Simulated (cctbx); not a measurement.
## Reading a Patterson map

Space group Fm-3m (no. 225), a = 10.2220 Å, b = 10.2220 Å, c = 10.2220 Å, α = 90.00°, β = 90.00°, γ = 90.00°, content Pd4 Br24 N8 H32.

The data are simulated with cctbx, not measured: Cu Kα, λ = 1.54184 Å, to d = 0.8 Å, 70 % of the full sphere, strongest reflection 40000 counts, noise from counting, a 4 % proportional error and a noise floor of 4 counts (s.d.); no absorption.

Patterson synthesis, origin scaled to 1000:

```text
Patterson group F m -3 m
      u       v       w   height  length (A)
  0.000   0.000   0.000   1000.0     0.00
  0.000   0.000   0.500    512.8     5.11
  0.000   0.250   0.250    480.4     3.61
  0.000   0.000   0.237    341.6     2.42
  0.250   0.250   0.250     50.1     4.43
  0.000   0.000   0.117     22.0     1.19
  0.064   0.064   0.064     14.0     1.14
  0.116   0.116   0.116      9.8     2.05
  0.000   0.171   0.329      9.8     3.79
  0.026   0.080   0.080      8.1     1.18
  0.077   0.174   0.281      6.1     3.47
  0.000   0.069   0.330      6.0     3.44
  0.115   0.250   0.250      4.8     3.80
  0.000   0.129   0.246      4.8     2.84
```

Q: Assign the vectors.

A peak at u stands for all pairs with xi − xj = u, with weight Σ ZiZj against Σ Z² = 38288 at the origin. Peak heights follow these weights only roughly, since form factors, motion and series ripples differ, all vectors within 0.55 Å of a peak are counted as merged into it though the farther ones add only part of their weight, and F(000) is left out, which lowers the whole map:

| u | v | w | shortest length (Å) | height | 1000 ΣZiZj/ΣZ² | pairs in the cell |
| --- | --- | --- | --- | --- | --- | --- |
| 0.000 | 0.000 | 0.500 | 5.11 | 513 | 778 | 24 × Br–Br, 8 × N–N |
| 0.000 | 0.250 | 0.250 | 3.61 | 480 | 614 | 16 × Br–Br, 16 × Br–N |
| 0.000 | 0.000 | 0.237 | 2.42 | 342 | 336 | 8 × Pd–Br |
| 0.250 | 0.250 | 0.250 | 4.43 | 50 | 67 | 8 × Pd–N |

The table stops at ten peaks or at a height of 45, below which ripples compete. In the model behind the data Pd, the heaviest element, has 1 independent site: (0, 0, 0), up to an allowed shift of origin. No listed peak is a Pd–Pd vector, so the position follows from the cell content and the cross vectors. The whole model:

| atom | mult. | x | y | z | Ueq (Å²) |
| --- | --- | --- | --- | --- | --- |
| Pd1 | 4 | 0 | 0 | 0 | 0.0091 |
| Br1 | 24 | 0.7637 | 0 | 0 | 0.0088 |
| N1 | 8 | 1/4 | 3/4 | 3/4 | 0.0171 |
| H1 | 32 | 0.3123 | 0.8123 | 0.8123 | 0.0380 |

The model was made for the exercise: a known structure type with other elements put in, its volume estimated, not relaxed; displacement parameters are assumed.

[Logs are printed without paths, hosts, clocks, repeated set-up lines and the standing remarks that a program may print on its own settings, such as how far it seeks lower states.]
